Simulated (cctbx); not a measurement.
## Interatomic vectors of Ho2Rh3S2

Space group C2/m (no. 12), a = 11.3190 Å, b = 8.5100 Å, c = 7.7630 Å, α = 90.00°, β = 132.04°, γ = 90.00°, content Ho8 Rh12 S8.

Simulated single-crystal data (cctbx): Mo Kα, λ = 0.71073 Å, to d = 0.8 Å, 95 % of the full sphere, strongest reflection 5000 counts, noise from counting, a 1.5 % proportional error and a noise floor of 8 counts (s.d.); no absorption, some extinction.

Patterson synthesis from sharpened amplitudes, origin scaled to 1000:

```text
Patterson group C 1 2/m 1
      u       v       w   height  length (A)
  0.000   0.000   0.000   1000.0     0.00
  0.000   0.500   0.000    673.2     4.25
  0.000   0.500   0.500    627.1     5.76
  0.253   0.000   0.006    490.6     2.83
  0.000   0.000   0.500    449.1     3.88
  0.248   0.254   0.239    425.3     3.00
 -0.000   0.249   0.242    363.0     2.83
  0.239   0.000   0.480    321.6     2.78
  0.250   0.250   0.500    154.1     3.59
  0.231   0.249   0.954     81.2     3.57
  0.239   0.500   0.720     75.8     6.17
  0.000   0.241   0.500     74.6     4.39
  0.014   0.000   0.280     65.9     2.07
  0.014   0.500   0.281     65.4     4.73
```

**Question.** Which atom pairs make the peaks, and where is the heaviest atom?

A peak at u stands for all pairs with xi − xj = u, with weight Σ ZiZj against Σ Z² = 62260 at the origin. Peak heights follow these weights only roughly, since form factors, motion and series ripples differ, all vectors within 0.55 Å of a peak are counted as merged into it though the farther ones add only part of their weight, and F(000) is left out, which lowers the whole map:

| u | v | w | shortest length (Å) | height | 1000 ΣZiZj/ΣZ² | pairs in the cell |
| --- | --- | --- | --- | --- | --- | --- |
| 0.000 | 0.500 | 0.000 | 4.25 | 673 | 870 | 8 × Ho–Ho, 8 × Rh–Rh, 8 × S–S |
| 0.000 | 0.500 | 0.500 | 4.20 | 627 | 707 | 8 × Ho–Ho, 4 × Rh–Rh |
| 0.253 | 0.000 | 0.006 | 2.83 | 491 | 648 | 8 × Ho–Rh, 8 × Rh–Rh |
| 0.000 | 0.000 | 0.500 | 3.88 | 449 | 577 | 8 × Ho–Ho |
| 0.248 | 0.254 | 0.239 | 3.00 | 425 | 518 | 8 × Ho–Rh, 4 × Rh–Rh |
| 0.000 | 0.249 | 0.242 | 2.83 | 363 | 518 | 8 × Ho–Rh, 4 × Rh–Rh |
| 0.239 | 0.000 | 0.480 | 2.78 | 322 | 387 | 8 × Ho–Rh |
| 0.250 | 0.250 | 0.500 | 3.59 | 154 | 275 | 16 × Ho–S |
| 0.231 | 0.249 | 0.954 | 3.54 | 81 | 138 | 8 × Ho–S |
| 0.239 | 0.500 | 0.720 | 2.20 | 76 | 93 | 8 × Rh–S |

The table stops at ten peaks or at a height of 45, below which ripples compete. In the model behind the data Ho, the heaviest element, has 2 independent sites: (0.5163, 1/2, 0.7784) and (0.9957, 1/2, 0.7478), up to an allowed shift of origin; the Ho–Ho vectors are differences of these positions and their symmetry mates. The whole model:

```
atom  mult.       x       y       z  Ueq (Å²)
 Ho1      4  0.5163     1/2  0.7784    0.0044
 Ho2      4  0.9957     1/2  0.7478    0.0079
 Rh1      4  0.2407     1/2  0.7510    0.0104
 Rh2      4     3/4     3/4       0    0.0059
 Rh3      4       0  0.2755       0    0.0076
  S1      8  0.7360  0.7254  0.6954    0.0081
```

The model was made for the exercise: a known structure type with other elements put in, its volume estimated, not relaxed; displacement parameters are assumed.

[Logs are printed without paths, hosts, clocks, repeated set-up lines and the standing remarks that a program may print on its own settings, such as how far it seeks lower states.]
